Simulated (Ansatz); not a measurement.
# A hypothetical structure for LuP3

This structure for LuP3 is made up. Its elements were placed in a known structure type with a cell scaled to their sizes. What cell does the guess relax to, and how far off was it?

Calculated with Ansatz 0.2.0; DFT, PBE, plane-wave PAW, files of the set soft_1, scalar-relativistic, no spin, cell and ions relaxed at zero pressure; PAW set soft_1, in the first sound run; inputs show where later runs differ.

**1. Set-up**

Symmetry: P6_3/mmc, No. 194, hexagonal system. Conventional cell: a = 5.876 Å, b = 5.876 Å, c = 5.442 Å, α = 90.00°, β = 90.00°, γ = 120.00°. Nearest to Lu lie 12 P at 2.96 to 3.03 Å. P has 2 P at 2.32 Å and 4 Lu at 2.96 to 3.03 Å nearest. Farther neighbours are not listed.

**2. Relaxation of the guess**

The guessed cell has no reason to be at equilibrium. It is relaxed with the atoms, within the space group of the guess.

The input, input.yaml:

```yaml
crystal:
  lattice:
    - [5.876, 0.0, 0.0]
    - [-2.938, 5.088765273, 0.0]
    - [0.0, 0.0, 5.442]
  atoms:
    - { symbol: Lu, position: [0.666666667, 0.333333333, 0.25] }
    - { symbol: Lu, position: [0.333333333, 0.666666667, 0.75] }
    - { symbol: P, position: [0.7982, 0.2018, 0.75] }
    - { symbol: P, position: [0.4036, 0.2018, 0.75] }
    - { symbol: P, position: [0.7982, 0.5964, 0.75] }
    - { symbol: P, position: [0.5964, 0.7982, 0.25] }
    - { symbol: P, position: [0.2018, 0.7982, 0.25] }
    - { symbol: P, position: [0.2018, 0.4036, 0.25] }
kpoints:
  mp_grid: { grid: [5, 5, 5] }
scf:
  occupations: { method: fermi_dirac, width: 0.05 }
hamiltonian:
  xc: pbe
  pseudopotentials: { kind: paw, azcp: { folder: soft_1 } }
relax:
  f_tol: 0.015
  max_steps: 70
  cell: {}
output:
  forces: true
  stress: true
```

Started as:

```bash
> ansatz run input.yaml --threads 4 --pin off --max-ram 10240MiB --backend cpu --events-out ev --progress --plain --runs-dir out
```

Numbers of over 12 decimals in the logs are rounded to 6 here.

What it wrote:

```text
Engine: ansatz 0.2.0, aarch64-unknown-linux-gnu
Pseudopotentials: kind: paw
Pseudopotential: Lu, paw, valence charge 25, recommended cutoff 420 eV (normal), soft_1/Lu.paw.azcp
Pseudopotential: P, paw, valence charge 5, recommended cutoff 420 eV (normal), soft_1/P.paw.azcp
Functional definition: PBE
  parameter kappa = 0.804
  parameter beta = 0.066725
  exchange = pbe_x(kappa = kappa, mu = beta*pi^2/3)
  correlation = pbe_c(beta = beta)
Crystal: 8 atoms, lattice volume = 162.724 Å³
Basis set: ecut = 420 eV, 3199 PW (Γ), exchange–correlation on 80×80×80 points (8 copies of the dense FFT grid, shifted against one another)
Bands: 48, of which v1, the nominal top of the filled ones, is band 40 counted from 1 (39 counted from 0)
Symmetry: 24 space group operations
Space group: P63/mmc (ITA 194), of the structure as read, at distance tolerance 5.5e-5 Å
k-points: 15 of 125
Non-local potential: Lu, projectors of the file, l = 0: 3, l = 1: 2, l = 2: 2, l = 3: 3
Non-local potential: P, projectors of the file, l = 0: 2, l = 1: 2, l = 2: 1
PAW form: soft (Blöchl's): semilocal exchange-correlation on the pseudo side does not see the compensation charge
PAW one-centre angular grid: Lu, 590 points (default); XC on 64 Gauss nodes
PAW one-centre angular grid: P, 110 points (default); XC on 64 Gauss nodes
Initial density: superposition of atomic densities (chi_scale 0.1, normalization cell, long waves kept (reshape's long-wave potential 0.00 eV rms))
Initial wavefunctions: pseudopotential atomic-orbital guess
Functional: x = pbe(κ = 0.804, μ = 0.219515), c = pbe(β = 0.066725)
SCF iter   1: F=—  HF=-34004.397229 eV  |F-HF|=—  |Δ(HF+E_count)|=         —  Δρ=3.79e-2  dr2=4.43e0  ethr=3.10e-3  ⟨swp⟩=8.5  Hψ=3592  notcnv=0
preconditioner: auto → Kerker (q_TF=auto, 2.424 Å⁻¹)  [metal: Δε(μ)=0.017 eV  Ē_g=8.276 eV  σ=0.050 eV  W_gap=0.08  n_scr=28 (ndim 8)  ℏωp=23.3 eV  f_vac=0.000  D(μ)=4.31/eV (n_scr^D=26)]
SCF iter   2: F=—  HF=-34003.597461 eV  |F-HF|=—  |Δ(HF+E_count)|=   8.00e-1  Δρ=1.82e-2  dr2=1.24e0  ethr=3.10e-3  ⟨swp⟩=3.3  Hψ=1437  notcnv=0  defer=14
SCF iter   3: F=—  HF=-34003.412012 eV  |F-HF|=—  |Δ(HF+E_count)|=   1.85e-1  Δρ=1.29e-2  dr2=5.12e-1  ethr=1.55e-3  ⟨swp⟩=3.4  Hψ=1413  notcnv=0  defer=15
SCF iter   4: F=—  HF=-34003.150856 eV  |F-HF|=—  |Δ(HF+E_count)|=   2.61e-1  Δρ=5.45e-3  dr2=1.16e-1  ethr=6.40e-4  ⟨swp⟩=4.6  Hψ=1576  notcnv=0  defer=15
SCF iter   5: F=—  HF=-34003.147384 eV  |F-HF|=—  |Δ(HF+E_count)|=   3.47e-3  Δρ=1.75e-3  dr2=1.33e-2  ethr=1.45e-4  ⟨swp⟩=2.6  Hψ=1554  notcnv=0  defer=15
SCF iter   6: F=—  HF=-34003.149460 eV  |F-HF|=—  |Δ(HF+E_count)|=   2.08e-3  Δρ=1.08e-3  dr2=3.02e-3  ethr=1.67e-5  ⟨swp⟩=2.0  Hψ=1077  notcnv=0  defer=15
SCF iter   7: F=—  HF=-34003.152507 eV  |F-HF|=—  |Δ(HF+E_count)|=   3.05e-3  Δρ=3.75e-4  dr2=2.21e-4  ethr=3.78e-6  ⟨swp⟩=2.0  Hψ=1322  notcnv=0  defer=15
SCF iter   8: F=—  HF=-34003.152811 eV  |F-HF|=—  |Δ(HF+E_count)|=   3.04e-4  Δρ=1.18e-4  dr2=2.08e-5  ethr=2.76e-7  ⟨swp⟩=2.1  Hψ=1313  notcnv=0  defer=15
SCF iter   9: F=—  HF=-34003.152753 eV  |F-HF|=—  |Δ(HF+E_count)|=   5.83e-5  Δρ=2.88e-5  dr2=1.88e-6  ethr=2.60e-8  ⟨swp⟩=2.0  Hψ=1242  notcnv=0  defer=15
SCF iter  10: F=-34003.152755 eV  HF=-34003.152755 eV  |F-HF|=2.30e-8  |Δ(HF+E_count)|=   1.92e-6  Δρ=5.44e-6  dr2=3.78e-8  ethr=1.25e-10  ⟨swp⟩=5.0  Hψ=4234  notcnv=0
SCF 1 converged in 10 iterations: F = -34003.152755 eV  dr2 = 3.78e-8
  greatest PAW one-centre occupation: 0.998 electrons in one spin orbital (limit 2), on the Lu atom at site 1 (counted from 0), in its partial waves of l = 0
relax step   1: F+E_penalty+E_count = -34003.15275476 eV  Δ(F+E_penalty+E_count) = +0.000e0 eV  max|allowed force component| = 1.855e-3 eV/Å  Δτ_max = 0.0000 Å  P = -4.262 GPa  Ω = 162.724 Å³  (10 SCF iters, dr2 threshold 1.00e-7 eV, accepted)
Crystal: 8 atoms, lattice volume = 146.976 Å³
Basis set: ecut = 420 eV, 2873 PW (Γ), exchange–correlation on 80×80×80 points (8 copies of the dense FFT grid, shifted against one another)
Initial density: handed on by an earlier stage of this run
Initial wavefunctions: those handed on with the density
iter 1 solved again at ethr=3.05e-4 eV; its pass at ethr=3.10e-3 eV (dr2=2.44e-1 eV) is discarded
SCF iter   1: F=—  HF=-34003.397855 eV  |F-HF|=—  |Δ(HF+E_count)|=         —  Δρ=7.27e-3  dr2=2.46e-1  ethr=3.05e-4  ⟨swp⟩=2.1  Hψ=5259  notcnv=0
preconditioner: auto → Kerker (q_TF=auto, 2.465 Å⁻¹)  [metal: Δε(μ)=0.086 eV  Ē_g=7.631 eV  σ=0.050 eV  W_gap=0.37  n_scr=28 (ndim 8)  ℏωp=24.5 eV  f_vac=0.001  D(μ)=4.93/eV (n_scr^D=28)]
SCF iter   2: F=—  HF=-34003.350006 eV  |F-HF|=—  |Δ(HF+E_count)|=   4.78e-2  Δρ=4.62e-3  dr2=1.15e-1  ethr=3.05e-4  ⟨swp⟩=3.7  Hψ=987  notcnv=0
SCF iter   3: F=—  HF=-34003.327337 eV  |F-HF|=—  |Δ(HF+E_count)|=   2.27e-2  Δρ=1.90e-3  dr2=7.18e-3  ethr=1.44e-4  ⟨swp⟩=4.7  Hψ=1553  notcnv=0  defer=3
SCF iter   4: F=—  HF=-34003.328342 eV  |F-HF|=—  |Δ(HF+E_count)|=   1.01e-3  Δρ=1.77e-3  dr2=3.99e-3  ethr=8.97e-6  ⟨swp⟩=3.0  Hψ=2020  notcnv=0  defer=11
SCF iter   5: F=—  HF=-34003.326520 eV  |F-HF|=—  |Δ(HF+E_count)|=   1.82e-3  Δρ=8.50e-4  dr2=3.62e-3  ethr=4.98e-6  ⟨swp⟩=3.1  Hψ=1772  notcnv=0  defer=12
SCF iter   6: F=—  HF=-34003.325715 eV  |F-HF|=—  |Δ(HF+E_count)|=   8.05e-4  Δρ=2.75e-4  dr2=3.20e-4  ethr=4.52e-6  ⟨swp⟩=2.2  Hψ=1189  notcnv=0  defer=12
SCF iter   7: F=—  HF=-34003.325688 eV  |F-HF|=—  |Δ(HF+E_count)|=   2.78e-5  Δρ=8.24e-5  dr2=1.62e-5  ethr=4.00e-7  ⟨swp⟩=2.0  Hψ=1287  notcnv=0  defer=12
SCF iter   8: F=—  HF=-34003.325688 eV  |F-HF|=—  |Δ(HF+E_count)|=   5.50e-7  Δρ=2.74e-5  dr2=8.22e-7  ethr=2.03e-8  ⟨swp⟩=2.9  Hψ=1414  notcnv=0  defer=11
SCF iter   9: F=-34003.325689 eV  HF=-34003.325689 eV  |F-HF|=1.63e-7  |Δ(HF+E_count)|=   7.18e-7  Δρ=8.51e-6  dr2=2.46e-7  ethr=1.00e-9  ⟨swp⟩=6.9  Hψ=4127  notcnv=0
SCF 2 converged in 9 iterations: F = -34003.325689 eV  dr2 = 2.46e-7
relax step   2: F+E_penalty+E_count = -34003.32568880 eV  Δ(F+E_penalty+E_count) = -1.729e-1 eV  max|allowed force component| = 1.453e-1 eV/Å  Δτ_max = 0.0333 Å  P = +1.774 GPa  Ω = 146.976 Å³  energy of the carried Pulay correction = +2.635e-3 eV  (9 SCF iters, dr2 threshold 8.00e-7 eV, accepted)
Crystal: 8 atoms, lattice volume = 150.521 Å³
Basis set: ecut = 420 eV, 2921 PW (Γ), exchange–correlation on 80×80×80 points (8 copies of the dense FFT grid, shifted against one another)
iter 1 solved again at ethr=1.85e-5 eV; its pass at ethr=3.10e-3 eV (dr2=1.48e-2 eV) is discarded
SCF iter   1: F=—  HF=-34003.347996 eV  |F-HF|=—  |Δ(HF+E_count)|=         —  Δρ=1.79e-3  dr2=1.49e-2  ethr=1.85e-5  ⟨swp⟩=2.4  Hψ=4431  notcnv=0
preconditioner: auto → Kerker (q_TF=auto, 2.456 Å⁻¹)  [metal: Δε(μ)=0.036 eV  Ē_g=7.522 eV  σ=0.050 eV  W_gap=0.18  n_scr=28 (ndim 8)  ℏωp=24.2 eV  f_vac=0.006  D(μ)=4.50/eV (n_scr^D=26)]
SCF iter   2: F=—  HF=-34003.345140 eV  |F-HF|=—  |Δ(HF+E_count)|=   2.86e-3  Δρ=1.12e-3  dr2=6.92e-3  ethr=1.85e-5  ⟨swp⟩=1.5  Hψ=740  notcnv=0
SCF iter   3: F=—  HF=-34003.343555 eV  |F-HF|=—  |Δ(HF+E_count)|=   1.59e-3  Δρ=4.51e-4  dr2=3.88e-4  ethr=8.65e-6  ⟨swp⟩=2.0  Hψ=1183  notcnv=0
SCF iter   4: F=—  HF=-34003.343539 eV  |F-HF|=—  |Δ(HF+E_count)|=   1.61e-5  Δρ=2.73e-4  dr2=1.48e-4  ethr=4.86e-7  ⟨swp⟩=3.0  Hψ=1542  notcnv=0
SCF iter   5: F=—  HF=-34003.343454 eV  |F-HF|=—  |Δ(HF+E_count)|=   8.52e-5  Δρ=1.41e-4  dr2=1.05e-4  ethr=1.85e-7  ⟨swp⟩=3.0  Hψ=1556  notcnv=0
SCF iter   6: F=—  HF=-34003.343437 eV  |F-HF|=—  |Δ(HF+E_count)|=   1.66e-5  Δρ=3.83e-5  dr2=2.71e-6  ethr=1.32e-7  ⟨swp⟩=2.0  Hψ=1200  notcnv=0
SCF iter   7: F=-34003.343440 eV  HF=-34003.343440 eV  |F-HF|=2.21e-7  |Δ(HF+E_count)|=   2.79e-6  Δρ=1.18e-5  dr2=6.19e-7  ethr=1.00e-9  ⟨swp⟩=7.1  Hψ=4209  notcnv=0
SCF 3 converged in 7 iterations: F = -34003.343440 eV  dr2 = 6.19e-7
relax step   3: F+E_penalty+E_count = -34003.34343957 eV  Δ(F+E_penalty+E_count) = -1.775e-2 eV  max|allowed force component| = 4.907e-2 eV/Å  Δτ_max = 0.0040 Å  P = -0.039 GPa  Ω = 150.521 Å³  energy of the carried Pulay correction = +2.017e-3 eV  (7 SCF iters, dr2 threshold 8.00e-7 eV, accepted)
Crystal: 8 atoms, lattice volume = 150.361 Å³
iter 1 solved again at ethr=3.77e-7 eV; its pass at ethr=3.10e-3 eV (dr2=3.02e-4 eV) is discarded
SCF iter   1: F=—  HF=-34003.344087 eV  |F-HF|=—  |Δ(HF+E_count)|=         —  Δρ=3.60e-4  dr2=3.55e-4  ethr=3.77e-7  ⟨swp⟩=3.2  Hψ=3996  notcnv=0
preconditioner: auto → Kerker (q_TF=auto, 2.456 Å⁻¹)  [metal: Δε(μ)=0.038 eV  Ē_g=7.523 eV  σ=0.050 eV  W_gap=0.18  n_scr=28 (ndim 8)  ℏωp=24.2 eV  f_vac=0.004  D(μ)=4.54/eV (n_scr^D=26)]
SCF iter   2: F=—  HF=-34003.344013 eV  |F-HF|=—  |Δ(HF+E_count)|=   7.47e-5  Δρ=1.99e-4  dr2=1.07e-4  ethr=3.77e-7  ⟨swp⟩=2.3  Hψ=985  notcnv=0
SCF iter   3: F=—  HF=-34003.343934 eV  |F-HF|=—  |Δ(HF+E_count)|=   7.86e-5  Δρ=7.55e-5  dr2=6.51e-6  ethr=1.33e-7  ⟨swp⟩=2.3  Hψ=1372  notcnv=0
SCF iter   4: F=—  HF=-34003.343921 eV  |F-HF|=—  |Δ(HF+E_count)|=   1.32e-5  Δρ=2.80e-5  dr2=9.27e-7  ethr=8.14e-9  ⟨swp⟩=3.0  Hψ=1588  notcnv=0
SCF iter   5: F=-34003.343921 eV  HF=-34003.343921 eV  |F-HF|=1.97e-8  |Δ(HF+E_count)|=   8.65e-8  Δρ=7.47e-6  dr2=1.26e-7  ethr=1.88e-10  ⟨swp⟩=7.1  Hψ=4193  notcnv=0
SCF 4 converged in 5 iterations: F = -34003.343921 eV  dr2 = 1.26e-7
relax step   4: F+E_penalty+E_count = -34003.34392081 eV  Δ(F+E_penalty+E_count) = -4.812e-4 eV  max|allowed force component| = 2.163e-2 eV/Å  Δτ_max = 0.0049 Å  P = -0.209 GPa  Ω = 150.361 Å³  energy of the carried Pulay correction = +2.045e-3 eV  (5 SCF iters, dr2 threshold 1.51e-7 eV, accepted)
Crystal: 8 atoms, lattice volume = 149.881 Å³
iter 1 solved again at ethr=4.05e-7 eV; its pass at ethr=3.10e-3 eV (dr2=3.24e-4 eV) is discarded
SCF iter   1: F=—  HF=-34003.344577 eV  |F-HF|=—  |Δ(HF+E_count)|=         —  Δρ=3.80e-4  dr2=3.59e-4  ethr=4.05e-7  ⟨swp⟩=3.2  Hψ=4065  notcnv=0
preconditioner: auto → Kerker (q_TF=auto, 2.457 Å⁻¹)  [metal: Δε(μ)=0.043 eV  Ē_g=7.533 eV  σ=0.050 eV  W_gap=0.20  n_scr=28 (ndim 8)  ℏωp=24.3 eV  f_vac=0.004  D(μ)=4.51/eV (n_scr^D=26)]
SCF iter   2: F=—  HF=-34003.344500 eV  |F-HF|=—  |Δ(HF+E_count)|=   7.62e-5  Δρ=2.25e-4  dr2=1.38e-4  ethr=4.05e-7  ⟨swp⟩=1.0  Hψ=720  notcnv=0
SCF iter   3: F=—  HF=-34003.344397 eV  |F-HF|=—  |Δ(HF+E_count)|=   1.03e-4  Δρ=5.24e-5  dr2=5.99e-6  ethr=1.73e-7  ⟨swp⟩=2.0  Hψ=1271  notcnv=0
SCF iter   4: F=—  HF=-34003.344401 eV  |F-HF|=—  |Δ(HF+E_count)|=   3.94e-6  Δρ=4.40e-5  dr2=3.51e-6  ethr=7.49e-9  ⟨swp⟩=3.0  Hψ=1509  notcnv=0
SCF iter   5: F=—  HF=-34003.344398 eV  |F-HF|=—  |Δ(HF+E_count)|=   3.40e-6  Δρ=1.42e-5  dr2=5.68e-7  ethr=4.39e-9  ⟨swp⟩=3.0  Hψ=1528  notcnv=0
SCF iter   6: F=-34003.344398 eV  HF=-34003.344398 eV  |F-HF|=1.47e-8  |Δ(HF+E_count)|=   1.03e-7  Δρ=5.17e-6  dr2=7.70e-8  ethr=2.61e-10  ⟨swp⟩=6.3  Hψ=3770  notcnv=0
SCF 5 converged in 6 iterations: F = -34003.344398 eV  dr2 = 7.70e-8
relax step   5: F+E_penalty+E_count = -34003.34439810 eV  Δ(F+E_penalty+E_count) = -4.773e-4 eV  max|allowed force component| = 1.022e-3 eV/Å  Δτ_max = 0.0012 Å  P = +0.015 GPa  Ω = 149.881 Å³  energy of the carried Pulay correction = +2.125e-3 eV  (6 SCF iters, dr2 threshold 2.09e-7 eV, accepted)
Basis set: ecut = 420 eV, 2921 PW (Γ), exchange–correlation on 80×80×72 points (8 copies of the dense FFT grid, shifted against one another)
Initial wavefunctions: pseudopotential atomic-orbital guess (no wavefunctions were taken with the density)
iter 1 solved again at ethr=8.15e-7 eV; its pass at ethr=3.10e-3 eV (dr2=6.52e-4 eV) is discarded
SCF iter   1: F=—  HF=-34003.342778 eV  |F-HF|=—  |Δ(HF+E_count)|=         —  Δρ=5.55e-5  dr2=7.88e-7  ethr=8.15e-7  ⟨swp⟩=4.5  Hψ=6875  notcnv=0
eigensolver tolerance schedule: the retry pair's looser diagonalisation over-reported the residual by 826.16 of it (diagonalisation noise at 0.28 of the residual, at the tolerance the schedule requests for it); recorded, not acted on — ethr = c·dr2/N_el stays at c = 1.0e-1
preconditioner: auto → Kerker (q_TF=auto, 2.457 Å⁻¹)  [metal: Δε(μ)=0.041 eV  Ē_g=7.532 eV  σ=0.050 eV  W_gap=0.20  n_scr=28 (ndim 8)  ℏωp=24.3 eV  f_vac=0.005  D(μ)=4.52/eV (n_scr^D=26)]
SCF iter   2: F=—  HF=-34003.342758 eV  |F-HF|=—  |Δ(HF+E_count)|=   2.01e-5  Δρ=4.22e-5  dr2=1.33e-6  ethr=9.85e-10  ⟨swp⟩=4.1  Hψ=2401  notcnv=0
SCF iter   3: F=—  HF=-34003.342758 eV  |F-HF|=—  |Δ(HF+E_count)|=   5.58e-8  Δρ=2.26e-5  dr2=2.14e-7  ethr=9.85e-10  ⟨swp⟩=3.0  Hψ=1508  notcnv=0
SCF iter   4: F=—  HF=-34003.342758 eV  |F-HF|=—  |Δ(HF+E_count)|=   3.53e-7  Δρ=5.92e-6  dr2=2.05e-8  ethr=2.67e-10  ⟨swp⟩=2.0  Hψ=1313  notcnv=0
SCF iter   5: F=—  HF=-34003.342758 eV  |F-HF|=—  |Δ(HF+E_count)|=   3.29e-8  Δρ=1.78e-6  dr2=4.60e-9  ethr=2.56e-11  ⟨swp⟩=2.8  Hψ=1426  notcnv=0
SCF iter   6: F=—  HF=-34003.342758 eV  |F-HF|=—  |Δ(HF+E_count)|=   4.39e-9  Δρ=5.31e-7  dr2=1.10e-9  ethr=5.75e-12  ⟨swp⟩=3.0  Hψ=1632  notcnv=0
SCF iter   7: F=—  HF=-34003.342758 eV  |F-HF|=—  |Δ(HF+E_count)|=  2.33e-10  Δρ=2.32e-7  dr2=2.59e-10  ethr=1.37e-12  ⟨swp⟩=2.1  Hψ=1314  notcnv=0
SCF iter   8: F=-34003.342758 eV  HF=-34003.342758 eV  |F-HF|=7.28e-12  |Δ(HF+E_count)|=  5.82e-11  Δρ=5.82e-8  dr2=1.03e-11  ethr=1.00e-12  ⟨swp⟩=7.0  Hψ=4161  notcnv=0
SCF 6 converged in 8 iterations: F = -34003.342758 eV  dr2 = 1.03e-11
relax step   6: F+E_penalty+E_count = -34003.34275805 eV  Δ(F+E_penalty+E_count) = +1.640e-3 eV  max|allowed force component| = 8.830e-4 eV/Å  Δτ_max = 0.0000 Å  P = +0.005 GPa  Ω = 149.881 Å³  stress off target by 1.48e-2 GPa  SCF on the basis re-selected at this cell (its energy is not comparable with the rows above)  (8 SCF iters)
basis re-selected at this cell: Δ(F+E_penalty+E_count) = +1.640e-3 eV, ΔP = -0.011 GPa vs the last step (what re-selecting the basis moved, of the pressure what is left beyond the Pulay correction that the steps carried, after the strain that the cell walked since its last selection, with what the two solves' SCF thresholds leave and, on support functions, any second-order correction that the steps lacked; it is no measure of the basis error at this ecutwfc). The dense FFT grid was sized anew with the basis: this SCF ran on 40×40×36 points, the steps before it on 40×40×40, so part of this shift can come from that change (see relax.cell in the input reference). [rest of the remark cut]
SCF converged after 8 iterations
Free energy (F): -34003.342758 eV
Harris-Foulkes:  -34003.342758 eV  (|F-HF|=7.28e-12)
Internal energy: -34003.305213 eV  (E = F + TS)
E sigma→0 (E₀):  -34003.323986 eV
Entropy (-TS):   -0.037545 eV (-4.693 meV/atom)
Fermi energy:    11.579889 eV
--- Per-component energies (eV) ---
  E_band       = 14.472896
  E_kinetic    = 1250.707971
  E_local      = -16417.832959  (includes V_loc(G=0)·N_el)
  E_nonlocal   = 1551.814264
  E_hartree    = 6995.202310
  E_xc         = -855.443359
  E_vxc        = -875.171794  (∫ρ·V_xc dr)
  E_paw        = -18185.896037  (= ΣΔE_a)
  E_vpaw       = 514.551076  (= ΣTr[D̂ρ^β])
  E_aug_tail   = -0.000033  (compensation charges beyond the density's cutoff)
  E_ewald      = -8341.857369
  E_smearing   = -0.037545  (= −TS)
  E_closure    = 0.000000  (closes the sum)
  Σ components = -34003.342758   (vs F -34003.342758, Δ=0.00e0)
--- Forces (eV/Å), atoms counted from 1 ---
  atom   1  Lu     0.00000000    -0.00000000    -0.00000000
  atom   2  Lu     0.00000000     0.00000000     0.00000000
  atom   3  P     -0.00076470     0.00044150    -0.00000000
  atom   4  P      0.00076470     0.00044150    -0.00000000
  atom   5  P     -0.00000000    -0.00088300    -0.00000000
  atom   6  P     -0.00076470    -0.00044150     0.00000000
  atom   7  P      0.00076470    -0.00044150     0.00000000
  atom   8  P      0.00000000     0.00088300     0.00000000
  max |Σ_I F_I| component: 2.10e-17 eV/Å
--- Stress (GPa, compression-positive) ---
        0.014237       0.000000       0.000000
        0.000000       0.014237       0.000000
        0.000000       0.000000      -0.014811
  P = ⅓ Tr σ = 0.0046 GPa (0.046 kbar)
--- Relaxed structure (5 steps of the walk, 5 accepted, 1 SCFs on fresh bases) ---
  F+E_penalty+E_count = -34003.34275805 eV   max|allowed force component| = 8.830e-4 eV/Å   (the final SCF, on the basis selected at the relaxed cell)
  cell:  # Å, volume = 149.8814 Å³
    - [5.743836, 0, 0]
    - [-2.871918, 4.974308, 0]
    - [0, 0, 5.245816]
  atoms:
    - { symbol: Lu, position: [0.666667, 0.333333, 0.25] }
    - { symbol: Lu, position: [0.333333, 0.666667, 0.750000] }
    - { symbol: P, position: [0.801679, 0.198321, 0.750000] }
    - { symbol: P, position: [0.396642, 0.198321, 0.750000] }
    - { symbol: P, position: [0.801679, 0.603358, 0.750000] }
    - { symbol: P, position: [0.603358, 0.801679, 0.25] }
    - { symbol: P, position: [0.198321, 0.801679, 0.25] }
    - { symbol: P, position: [0.198321, 0.396642, 0.25] }
```

It took 26 s on 4 threads of Arm Neoverse N1, shared host; peak memory 0.54 GiB; 96 s of CPU time.

The steps of the relaxation:

```
step  energy less that of the first step (eV)  largest force component (eV/Å)  pressure (GPa)  volume (Å³)
   1                                   0.0000                          0.0019           -4.26       162.72
   2                                  -0.1729                          0.1453            1.77       146.98
   3                                  -0.1907                          0.0491           -0.04       150.52
   4                                  -0.1912                          0.0216           -0.21       150.36
   5                                  -0.1916                          0.0010            0.02       149.88
  6*                                  -0.1900                          0.0009            0.00       149.88
```

Relaxation steps marked * repeat the geometry before them on a plane-wave basis chosen anew for their cell, so energy and pressure can jump there.

Forces are held to the 24 operations that the run works with; a distortion that breaks them can't arise in this run.

```
conventional cell, symmetrised  before  after  change
                         a (Å)   5.876  5.744  -2.2 %
                         b (Å)   5.876  5.744  -2.2 %
                         c (Å)   5.442  5.246  -3.6 %
              volume (Å³/atom)   20.34  18.74  -7.9 %
```

The atoms that moved most (Å, as changes of fractional coordinates times the final cell):

```
atom      dx      dy     dz  length
  P3   0.030  -0.017  0.000   0.035
  P8   0.000  -0.035  0.000   0.035
  P4  -0.030  -0.017  0.000   0.035
  P5   0.000   0.035  0.000   0.035
  P6   0.030   0.017  0.000   0.035
  P7  -0.030   0.017  0.000   0.035
```

Numbers from this step:

* free energy: -34003.3428 eV
* energy at zero smearing: -34003.3240 eV
* smearing term TS: 0.03754 eV
* Fermi energy: 11.58 eV
* electrons: 80
* symmetry operations: 24
* pressure: 0.004554 GPa

Shortest distances by pair of elements, guess and relaxed (not always the same contact):

```
 pair  guess (Å)  relaxed (Å)
  P–P      2.319        2.326
 Lu–P      2.960        2.889
Lu–Lu      4.349        4.228
```

The relaxation ends with a largest force component of 8.8e-4 eV/Å and a pressure of 0.00 GPa.

[end of part 1 of 2]

[Logs are printed without paths, hosts, clocks, repeated set-up lines and the standing remarks that a program may print on its own settings, such as how far it seeks lower states.]

[Hosts, paths, dates, database ids (printed as entryN), source tags and the programs' standing remarks are cut or masked in the printed files.]
